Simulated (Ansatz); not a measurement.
# Twisted Ti2CO2 MXene bilayer, 21.79° (70 atoms): geometry optimisation, part 2 of 2

How does twisted Ti2CO2 MXene bilayer, 21.79° (70 atoms) relax, and what do bonds, charges and levels look like afterwards?

Ansatz 0.2.0; Kohn-Sham DFT, PBEsol, PAW (set soft_2), plane waves.

The cell: 14 C, 28 Ti and 28 O. The functional has no dispersion term. The main run has no spin polarisation.

So far. Step 3 (Relaxation): The relaxation changed the energy by -6.46 meV/atom, and atoms moved by 0.14 Å r.m.s., 0.20 Å at most.

## Step 4: Distances and neighbours after relaxation

Bonds before and after, by the cutoffs listed below:

| pair | bonds before | bonds after | mean before (Å) | mean after (Å) | spread before (Å) | spread after (Å) |
| --- | --- | --- | --- | --- | --- | --- |
| O-Ti | 84 | 84 | 1.970 | 1.961 | 0.013 | 0.002 |
| Ti-C | 84 | 84 | 2.187 | 2.174 | 0.015 | 0.002 |

Normalised to the volume that the atoms fill. Pair distribution functions g(r), in bins of 0.2 Å:

| r (Å) | total | O-O | O-Ti | O-C | Ti-Ti | Ti-C | C-C |
| --- | --- | --- | --- | --- | --- | --- | --- |
| 1.90 | 2.69 | 0.00 | 8.40 | 0.00 | 0.00 | 0.00 | 0.00 |
| 2.10 | 2.22 | 0.00 | 0.00 | 0.00 | 0.00 | 13.85 | 0.00 |
| 2.30 | 0.00 | 0.00 | 0.00 | 0.00 | 0.00 | 0.00 | 0.00 |
| 2.50 | 0.00 | 0.00 | 0.00 | 0.00 | 0.00 | 0.00 | 0.00 |
| 2.70 | 1.36 | 0.00 | 0.00 | 8.50 | 0.00 | 0.00 | 0.00 |
| 2.90 | 0.00 | 0.00 | 0.00 | 0.00 | 0.00 | 0.00 | 0.00 |
| 3.10 | 3.42 | 7.23 | 0.00 | 0.00 | 10.51 | 0.00 | 14.35 |
| 3.30 | 0.07 | 0.42 | 0.00 | 0.00 | 0.00 | 0.00 | 0.00 |
| 3.50 | 0.29 | 0.00 | 0.91 | 0.00 | 0.00 | 0.00 | 0.00 |
| 3.70 | 1.61 | 0.35 | 2.50 | 0.00 | 0.00 | 4.73 | 0.00 |
| 3.90 | 0.05 | 0.31 | 0.00 | 0.00 | 0.00 | 0.00 | 0.00 |
| 4.10 | 0.66 | 0.00 | 0.14 | 3.85 | 0.00 | 0.00 | 0.00 |
| 4.30 | 0.48 | 0.50 | 0.38 | 0.00 | 1.75 | 0.00 | 0.00 |
| 4.50 | 0.00 | 0.00 | 0.00 | 0.00 | 0.00 | 0.00 | 0.00 |
| 4.70 | 2.30 | 1.72 | 6.32 | 0.00 | 0.00 | 0.03 | 0.00 |
| 4.90 | 0.96 | 0.00 | 0.19 | 0.00 | 0.03 | 5.60 | 0.00 |
| 5.10 | 0.94 | 0.54 | 0.09 | 5.00 | 0.19 | 0.00 | 0.00 |
| 5.30 | 1.46 | 2.40 | 0.17 | 0.17 | 5.02 | 0.00 | 4.80 |
| 5.50 | 0.33 | 1.21 | 0.16 | 0.46 | 0.05 | 0.00 | 0.00 |
| 5.70 | 0.09 | 0.00 | 0.15 | 0.00 | 0.28 | 0.00 | 0.00 |
| 5.90 | 0.17 | 0.27 | 0.13 | 0.41 | 0.13 | 0.00 | 0.00 |
| 6.10 | 0.85 | 2.03 | 0.19 | 0.26 | 1.78 | 0.00 | 3.56 |
| 6.30 | 1.49 | 1.61 | 3.40 | 0.36 | 0.29 | 0.24 | 0.00 |
| 6.50 | 0.65 | 0.11 | 0.13 | 0.23 | 0.06 | 3.40 | 0.00 |
| 6.70 | 0.67 | 0.10 | 0.26 | 3.16 | 0.10 | 0.32 | 0.00 |
| 6.90 | 0.88 | 0.20 | 1.64 | 0.20 | 1.60 | 0.20 | 0.00 |
| 7.10 | 0.69 | 0.19 | 0.84 | 0.47 | 0.18 | 1.75 | 0.00 |
| 7.30 | 0.31 | 0.00 | 0.18 | 1.40 | 0.00 | 0.17 | 0.00 |

Bonds by pair of elements; cutoffs follow the first minimum of g(r), held within bounds set by covalent radii, and pairs that aren't listed don't count as bonded:

| pair A-B | cutoff (Å) | bonds | mean length (Å) | spread (Å) | shortest (Å) | B about A | A about B |
| --- | --- | --- | --- | --- | --- | --- | --- |
| O-Ti | 2.64 | 84 | 1.96 | 0.002 | 1.96 | 3 | 3 |
| Ti-C | 2.64 | 84 | 2.17 | 0.002 | 2.17 | 3 | 6 |

How many atoms have how many bonded neighbours:

| element | mean | 3 | 6 |
| --- | --- | --- | --- |
| C | 6 | 0 | 14 |
| O | 3 | 28 | 0 |
| Ti | 6 | 0 | 28 |

Bond angles, per cent of each kind in bins of 5°:

| angle (°) | C-Ti-O | Ti-C-Ti | C-Ti-C | O-Ti-O | Ti-O-Ti |
| --- | --- | --- | --- | --- | --- |
| 80–85 | 66.7 | 0.0 | 0.0 | 0.0 | 0.0 |
| 85–90 | 0.0 | 40.0 | 100.0 | 0.0 | 0.0 |
| 90–95 | 0.0 | 40.0 | 0.0 | 0.0 | 0.0 |
| 95–100 | 0.0 | 0.0 | 0.0 | 0.0 | 0.0 |
| 100–105 | 0.0 | 0.0 | 0.0 | 100.0 | 100.0 |
| 105–110 | 0.0 | 0.0 | 0.0 | 0.0 | 0.0 |
| 110–115 | 0.0 | 0.0 | 0.0 | 0.0 | 0.0 |
| 115–120 | 0.0 | 0.0 | 0.0 | 0.0 | 0.0 |
| 120–125 | 0.0 | 0.0 | 0.0 | 0.0 | 0.0 |
| 125–130 | 0.0 | 0.0 | 0.0 | 0.0 | 0.0 |
| 130–135 | 0.0 | 0.0 | 0.0 | 0.0 | 0.0 |
| 135–140 | 0.0 | 0.0 | 0.0 | 0.0 | 0.0 |
| 140–145 | 0.0 | 0.0 | 0.0 | 0.0 | 0.0 |
| 145–150 | 0.0 | 0.0 | 0.0 | 0.0 | 0.0 |
| 150–155 | 0.0 | 0.0 | 0.0 | 0.0 | 0.0 |
| 155–160 | 0.0 | 0.0 | 0.0 | 0.0 | 0.0 |
| 160–165 | 0.0 | 0.0 | 0.0 | 0.0 | 0.0 |
| 165–170 | 0.0 | 0.0 | 0.0 | 0.0 | 0.0 |
| 170–175 | 33.3 | 0.0 | 0.0 | 0.0 | 0.0 |
| 175–180 | 0.0 | 20.0 | 0.0 | 0.0 | 0.0 |

Bond angles (no mean is given where the spread exceeds 20°):

| angle | count | mean (°) | spread (°) |
| --- | --- | --- | --- |
| C-Ti-O | 252 | - | - |
| Ti-C-Ti | 210 | - | - |
| C-Ti-C | 84 | 88.4 | 0.1 |
| O-Ti-O | 84 | 101 | 0.1 |
| Ti-O-Ti | 84 | 101 | 0.1 |

Counting bonds as in the table, all C atoms have 6, all O atoms have 3 and all Ti atoms have 6 bonded neighbours.

## Step 5: Single point at the relaxed geometry

The electronic structure is read at the final geometry, in a run of its own.

File input.yaml:

```yaml
crystal:
  lattice:
    - [8.0166, 0.0, 0.0]
    - [-4.0083, 6.94258, 0.0]
    - [0.0, 0.0, 23.63]
  atoms:
    - { symbol: C, position: [0.00043, 0.00033, 0.34213] }
    - { symbol: Ti, position: [0.1907, 0.23873, 0.3967] }
    - { symbol: Ti, position: [0.23842, 0.04829, 0.28749] }
    - { symbol: O, position: [0.23867, 0.04782, 0.43422] }
    [... 60 atom lines left out ...]
    - { symbol: O, position: [0.95271, 0.7617, 0.56595] }
    - { symbol: C, position: [0.85739, 0.28549, 0.65812] }
    - { symbol: Ti, position: [0.09536, 0.47577, 0.71274] }
    - { symbol: Ti, position: [0.04759, 0.23777, 0.60342] }
    - { symbol: O, position: [0.0478, 0.23783, 0.75025] }
    - { symbol: O, position: [0.09543, 0.47597, 0.56599] }
kpoints:
  mp_grid: { grid: [3, 3, 1] }
hamiltonian:
  xc: pbesol
scf:
  occupations: { method: gaussian, width: 0.05 }
output:
  forces: true
  populations: true
  dos:
    method: { smearing: { sigma: 0.15 } }
    de: 0.1
    projected:
      site_lists:
        C: [C]
        O: [O]
        Ti: [Ti]
        layer_1: [0, 1, 2, 3, 4, 5, 6, 7, 8, 9, 10, 11, 12, 13, 14, 15, 16, 17, 18, 19, 20, 21, 22, 23, 24, 25, 26, 27, 28, 29, 30, 31, 32, 33, 34]
        layer_2: [35, 36, 37, 38, 39, 40, 41, 42, 43, 44, 45, 46, 47, 48, 49, 50, 51, 52, 53, 54, 55, 56, 57, 58, 59, 60, 61, 62, 63, 64, 65, 66, 67, 68, 69]
  eigenvalues: true
  write_density: true
  write_potential: true
  volumetric_format: npy
  elf: true
```

Run with:

```bash
ansatz run input.yaml --threads 4 --pin off --max-ram 15872MiB --backend cpu --events-out ev --progress --plain --runs-dir out
```

Numbers of over 12 decimals in the logs are rounded to 6 here.

Output:

```text
[...]
Crystal: 70 atoms, lattice volume = 1315.149 Å³
Basis set: ecut = 420 eV, 25825 PW (Γ), exchange–correlation on 108×108×320 points (8 copies of the dense FFT grid, shifted against one another)
Bands: 350, of which v1, the nominal top of the filled ones, is band 280 counted from 1 (279 counted from 0)
Symmetry: 1 space group operations
[...]
k-points: 5 of 9 (time reversal used)
[...]
SCF iter   1: F=—  HF=-88502.879639 eV  |F-HF|=—  |Δ(HF+E_count)|=         —  Δρ=9.33e-3  dr2=9.59e-1  ethr=1.77e-3  ⟨swp⟩=6.8  Hψ=7502  notcnv=0  defer=2
[...]
SCF iter  13: F=-88502.651998 eV  HF=-88502.651998 eV  |F-HF|=1.04e-8  |Δ(HF+E_count)|=   1.84e-8  Δρ=8.24e-7  dr2=1.76e-8  ethr=1.79e-11  ⟨swp⟩=8.0  Hψ=11595  notcnv=0
SCF 1 converged in 13 iterations: F = -88502.651998 eV  dr2 = 1.76e-8
[...]
WARN: The output density's exchange-correlation potential varies sharply where the density is thin. Do not read a vacuum level from v_tot or v_xc, or from such a field of the output density. On a cell that repeats whose density bears no net charge and no dipole along the vacuum's axis use v_es (v_loc + v_h of the components); [...]
SCF converged after 13 iterations
Free energy (F): -88502.651998 eV
[...]
Internal energy: -88502.651998 eV  (E = F + TS)
E sigma→0 (E₀):  -88502.651998 eV
Fermi energy:    4.388723 eV
[...]
--- Forces (eV/Å), atoms counted from 1 ---
  atom   1  C     -0.00238773     0.00114282    -0.01094092
  atom   2  Ti     0.00421437    -0.00906213     0.01846293
  atom   3  Ti    -0.00015640    -0.00519852    -0.02035970
  atom   4  O     -0.01003358    -0.00330798     0.00255963
  atom   5  O     -0.00497249     0.00048861    -0.00954718
  atom   6  C     -0.00511568     0.00260144    -0.00352493
  atom   7  Ti    -0.00237363    -0.00186241     0.01497661
  atom   8  Ti     0.00512887    -0.00177813    -0.01597981
  atom   9  O     -0.00421692     0.00430905     0.00378421
  atom  10  O      0.00052130     0.00454862    -0.01113203
  atom  11  C      0.00460018     0.00913550    -0.00563094
  atom  12  Ti     0.00141705    -0.00141164     0.01353345
  atom  13  Ti    -0.00046395    -0.00210297    -0.01198811
  atom  14  O     -0.00303585     0.00350033    -0.00279470
[...]
atom  69  O      0.00024515     0.00192445     0.00634627
  atom  70  O      0.00232156    -0.00217071    -0.01268942
  max |Σ_I F_I| component: 1.65e-5 eV/Å
--- Band table (eV; the first three rows and the last of 5) ---
[...]
--- Löwdin populations: 70 sites ---
  site symbol       q [e]
     0      C      4.8837
     1     Ti     10.8966
     2     Ti     10.8925
[...]
69      O      6.5906
  spilling = 0.003610 (of n_electrons = 560.000000)
```

Wall time 7.7 min (4 threads of Arm Neoverse N1, shared host); peak memory 8 GiB; 31 min of CPU time.

The program notes that the exchange-correlation potential is rough where the density is thin.

Numbers from this run:

```
free energy                                      : -88502.6520 eV
free energy per atom                             : -1264.3236 eV/atom
SCF cycles                                       : 13
r.m.s. force component                           : 0.00707 eV/Å
longest force                                    : 0.02551 eV/Å
Fermi energy                                     : 4.389 eV
gap (highest filled to lowest empty level) : 0.447 eV
potential in mid-vacuum, over the Fermi level    : 5.547 eV
potential 4.5 Å over the upper face              : 5.548 eV
potential 4.5 Å under the lower face             : 5.546 eV
spilling of the projection                       : 0.00361
```

Löwdin charges by element (they lack the spilled electrons, 0.029 e an atom on average):

| element | coordination | atoms | mean charge (e) | spread | least | most |
| --- | --- | --- | --- | --- | --- | --- |
| C | all | 14 | -0.883 | 2.0e-4 | -0.884 | -0.883 |
| O | all | 28 | -0.592 | 0.001 | -0.593 | -0.589 |
| Ti | all | 28 | 1.11 | 0.0024 | 1.10 | 1.11 |

By region:

| region | atoms | mean length of the force (eV/Å) |
| --- | --- | --- |
| layer 1 | 35 | 0.012 |
| layer 2 | 35 | 0.01 |

Density of states as counts of states in windows of 0.5 eV (from the Fermi level), total and the larger projections:

| from (eV) | to (eV) | total | layer 1 | layer 2 | Ti d | O p | C p |
| --- | --- | --- | --- | --- | --- | --- | --- |
| -10 | -9.5 | 7.0 | 3.4 | 3.5 | 1.6 | 0.1 | 0.0 |
| -9.5 | -7 | 0.0 | 0.0 | 0.0 | 0.0 | 0.0 | 0.0 |
| -7 | -6.5 | 2.3 | 1.1 | 1.1 | 0.6 | 1.0 | 0.4 |
| -6.5 | -6 | 13.5 | 6.8 | 6.7 | 3.3 | 6.8 | 1.9 |
| -6 | -5.5 | 34.7 | 17.2 | 17.2 | 8.5 | 22.1 | 1.9 |
| -5.5 | -5 | 33.6 | 16.7 | 16.7 | 8.7 | 19.6 | 3.8 |
| -5 | -4.5 | 54.2 | 26.9 | 26.9 | 12.6 | 35.3 | 4.4 |
| -4.5 | -4 | 28.7 | 14.2 | 14.3 | 3.8 | 22.2 | 0.7 |
| -4 | -3.5 | 5.6 | 2.8 | 2.8 | 1.6 | 2.4 | 1.3 |
| -3.5 | -3 | 16.0 | 7.9 | 7.9 | 4.9 | 5.7 | 4.8 |
| -3 | -2.5 | 17.0 | 8.4 | 8.4 | 5.2 | 4.5 | 6.5 |
| -2.5 | -2 | 18.1 | 9.0 | 8.9 | 4.6 | 5.0 | 7.9 |
| -2 | -1.5 | 16.0 | 7.9 | 8.0 | 5.0 | 3.5 | 7.1 |
| -1.5 | -1 | 9.8 | 4.9 | 4.9 | 2.3 | 3.1 | 3.9 |
| -1 | -0.5 | 1.6 | 0.8 | 0.8 | 0.4 | 0.5 | 0.7 |
| -0.5 | 0 | 0.9 | 0.4 | 0.4 | 0.1 | 0.3 | 0.5 |
| 0 | 0.5 | 12.2 | 6.1 | 6.0 | 9.2 | 2.4 | 0.3 |
| 0.5 | 1 | 16.6 | 8.2 | 8.2 | 13.5 | 2.1 | 0.7 |
| 1 | 1.5 | 26.9 | 13.4 | 13.3 | 23.9 | 1.5 | 1.0 |
| 1.5 | 2 | 38.8 | 19.2 | 19.3 | 34.2 | 2.5 | 1.2 |

Between -26 and -10 eV lie 77 more states.

About 224 of the 560 electrons lie in deeper levels, below the stored range.

The levels nearest the highest filled one (over half full), pooled over k-points and spins:

| level less the highest filled one (eV) | occupation |
| --- | --- |
| -0.763 | 2 |
| -0.762 | 2 |
| -0.0041 | 2 |
| -0.0036 | 2 |
| -3.0e-4 | 2 |
| 0 | 2 |
| 0.447 | 0 |
| 0.447 | 0 |
| 0.448 | 0 |
| 0.450 | 0 |
| 0.450 | 0 |
| 0.451 | 0 |

Planar average of the electrostatic potential energy along the normal, with the Fermi level as zero, after a running mean with a triangular window 4 Å wide at its base:

| height (Å) | potential energy (eV) |
| --- | --- |
| 0.0 | 5.55 |
| 0.7 | 5.55 |
| 1.3 | 5.55 |
| 2.1 | 5.54 |
| 2.7 | 5.54 |
| 3.4 | 5.45 |
| 4.0 | 4.79 |
| 4.7 | 2.13 |
| 5.3 | -1.55 |
| 6.1 | -6.48 |
| 6.6 | -8.89 |
| 7.4 | -9.45 |
| 8.1 | -9.27 |
| 8.7 | -9.42 |
| 9.5 | -9.04 |
| 10.0 | -6.85 |
| 10.8 | -2.09 |
| 11.4 | 1.19 |
| 12.1 | 1.66 |
| 12.7 | -1.08 |
| 13.4 | -6.00 |
| 14.0 | -8.66 |
| 14.8 | -9.47 |
| 15.4 | -9.28 |
| 16.1 | -9.38 |
| 16.8 | -9.19 |
| 17.4 | -7.27 |
| 18.2 | -2.62 |
| 18.8 | 1.31 |
| 19.5 | 4.44 |
| 20.1 | 5.37 |
| 20.8 | 5.54 |
| 21.4 | 5.55 |
| 22.2 | 5.55 |
| 22.7 | 5.55 |
| 23.5 | 5.55 |

Valence density in the ca plane at fractional y = 0.047, with atoms of Ti and O within 0.2 Å of it. It is the smooth field of the valence electrons, not physical close to the nuclei.

Values in units of 1e0 e/Å³, 12 rows by 16 columns, each cell a mean:
```
0.4 0.8 0.3 0.2 0.0 0.0 0.3 0.3 0.7 0.6 0.3 0.1 0.0 0.0 0.0 0.0
0.3 0.3 0.9 0.5 0.1 0.2 2.8 0.9 0.2 2.2 3.7 0.1 0.0 0.0 0.0 0.0
0.3 0.4 1.3 0.4 0.0 0.2 4.0 1.2 0.2 3.0 5.1 0.1 0.0 0.0 0.0 0.0
0.4 0.7 0.4 0.2 0.0 0.1 0.6 1.0 0.3 0.4 1.0 0.4 0.0 0.0 0.0 0.0
0.4 0.6 0.3 0.3 0.1 0.0 0.4 5.3 0.9 0.2 1.9 2.0 0.0 0.0 0.0 0.0
0.3 0.3 1.8 0.6 0.1 0.0 0.3 2.5 0.5 0.2 1.1 1.0 0.0 0.0 0.0 0.0
0.3 0.3 5.1 1.4 0.0 0.0 0.3 0.3 0.5 0.5 0.3 0.1 0.0 0.0 0.0 0.0
0.5 0.2 1.2 0.7 0.1 0.0 0.1 0.3 0.7 0.5 0.2 0.1 0.0 0.0 0.0 0.0
4.5 0.2 0.4 3.7 0.6 0.0 0.2 1.1 0.5 0.3 0.6 0.5 0.0 0.0 0.0 0.0
4.6 0.2 0.4 3.7 0.6 0.0 0.3 1.2 0.3 0.2 0.7 0.5 0.0 0.0 0.0 0.0
0.6 0.7 0.3 0.4 0.1 0.0 0.2 0.3 0.6 0.5 0.3 0.1 0.0 0.0 0.0 0.0
0.5 1.4 0.4 0.1 0.0 0.0 0.1 0.2 1.2 0.9 0.1 0.0 0.0 0.0 0.0 0.0
```
Columns run along c (16.0 Å, from fractional 0.29 to 0.97 of the cell), rows up along a (8.0 Å). Atoms in or near the plane, at fractional coordinates: O at (0.43, 0.24), Ti at (0.71, 0.81), O at (0.57, 0.81).

ELF in the ca plane at fractional y = 0.047, with atoms of Ti and O within 0.2 Å of it. It is the smooth field of the valence electrons, not physical close to the nuclei.

Ten even steps from '0' (0.00) to '9' (0.83), each cell a mean:
```
00000000000001269898521331000012211489897311
00000000124421136885212454100267862258863321
00000001368852113431232354100599996224425665
00000001479984102312463233101798588311126337
00000001479985124632553111001798687311126337
00000001257873248874321000001589984112214664
00000000023421269997311111000256533212321124
00000000000000148998423553100011157741321269
00000000012211137986213665200000275661221389
00000000257752114652222354100011167741221269
00000002589985212313665222000133224423531136
00000002699898312215657300000146521147862112
00000002589998312214767200000146632379984100
00000001479974112322453233100023321379996211
00000000135324421321025898500000001248986225
00000000000166562121269899710000024425763248
00000000000273162111278479820022136522321148
00000000000166562222269899710145324312320126
00000000000024544674237997400145421126752113
00000000000101258998413443100024421379985201
00000000000111489689621000000001112698698510
00000000000001598579731000000000002697589621
```
Columns run along c (16.0 Å, from fractional 0.08 to 0.75 of the cell), rows up along a (8.0 Å). Atoms in or near the plane, at fractional coordinates: Ti at (0.29, 0.24), O at (0.43, 0.24), Ti at (0.71, 0.81), O at (0.57, 0.81).

Mean Löwdin charges: C -0.88, O -0.59, Ti +1.11 e (they miss 0.36 % of the electrons, so they add up to more than the cell's charge). The largest share in the top eV of filled states is C p (43 % of the projected weight), and in the lowest eV of empty states Ti d (82 % of the projected weight). The potential stands 5.77 eV above the highest filled level over the upper face and 5.77 eV under the lower one, a reading of the ionisation potential at this level.

A closer look about O19, picked at random: 14 atoms, nearest first, numbered in the order of the input, with positions taken from that point.

| atom | x | y | z | distance (Å) | bonds | Löwdin charge (e) |
| --- | --- | --- | --- | --- | --- | --- |
| O19 | 0.00 | 0.00 | 0.00 | 0.00 | 3 | -0.59 |
| Ti27 | 1.72 | 0.33 | -0.88 | 1.96 | 6 | 1.10 |
| Ti12 | -0.57 | -1.65 | -0.88 | 1.96 | 6 | 1.10 |
| Ti17 | -1.15 | 1.32 | -0.88 | 1.96 | 6 | 1.10 |
| C31 | 0.57 | 1.65 | -2.17 | 2.79 | 6 | -0.88 |
| C16 | -1.72 | -0.33 | -2.17 | 2.79 | 6 | -0.88 |
| C26 | 1.15 | -1.32 | -2.17 | 2.79 | 6 | -0.88 |
| O4 | -2.29 | -1.98 | 0.00 | 3.03 | 3 | -0.59 |
| O34 | 2.29 | 1.98 | 0.00 | 3.03 | 3 | -0.59 |
| O24 | -0.57 | 2.97 | 0.00 | 3.03 | 3 | -0.59 |
| O29 | 2.86 | -0.99 | 0.00 | 3.03 | 3 | -0.59 |
| O9 | -2.86 | 0.99 | 0.00 | 3.03 | 3 | -0.59 |
| O14 | 0.57 | -2.98 | 0.00 | 3.03 | 3 | -0.59 |
| O60 | 0.00 | 0.00 | 3.12 | 3.12 | 3 | -0.59 |

The column of bonds counts only the pairs O-Ti within 2.64 Å, Ti-C within 2.64 Å; other neighbours, such as metal atoms beside each other in a compound, aren't counted, and periodic images can show an atom twice.

## Step 6: Results

* energy change in the relaxation: -6.458 meV/atom
* r.m.s. displacement: 0.141 Å
* largest displacement: 0.197 Å
* free energy per atom: -1264.3236 eV/atom
* r.m.s. force component: 0.00707 eV/Å
* gap (highest filled to lowest empty level): 0.447 eV
* potential in mid-vacuum, over the Fermi level: 5.547 eV
* wall time of the 3 DFT runs: 23 min

In words: Relaxation lowers the energy by 6.46 meV/atom and moves atoms by 0.14 Å r.m.s.; the r.m.s. force component goes from 0.21 to 0.0071 eV/Å. By the final cutoffs no bond was broken or made. First to last step the energy falls by 0.452 eV; the largest move, 0.20 Å, is that of O65. The Ti-C bonds change most in mean length: from 2.187 Å (spread 0.015) to 2.174 Å (spread 0.002). Counting bonds as in the table, all C atoms have 6, all O atoms have 3 and all Ti atoms have 6 bonded neighbours. Between filled and empty levels lie 0.447 eV (on the run's k-points); a semilocal functional tends to put such gaps too low. The potential stands 5.77 eV above the highest filled level over the upper face and 5.77 eV under the lower one, a reading of the ionisation potential at this level.

[Logs are printed without paths, hosts, clocks, repeated set-up lines and the standing remarks that a program may print on its own settings, such as how far it seeks lower states.]

[Hosts, paths, dates, database ids (printed as entryN), source tags and the programs' standing remarks are cut or masked in the printed files.]
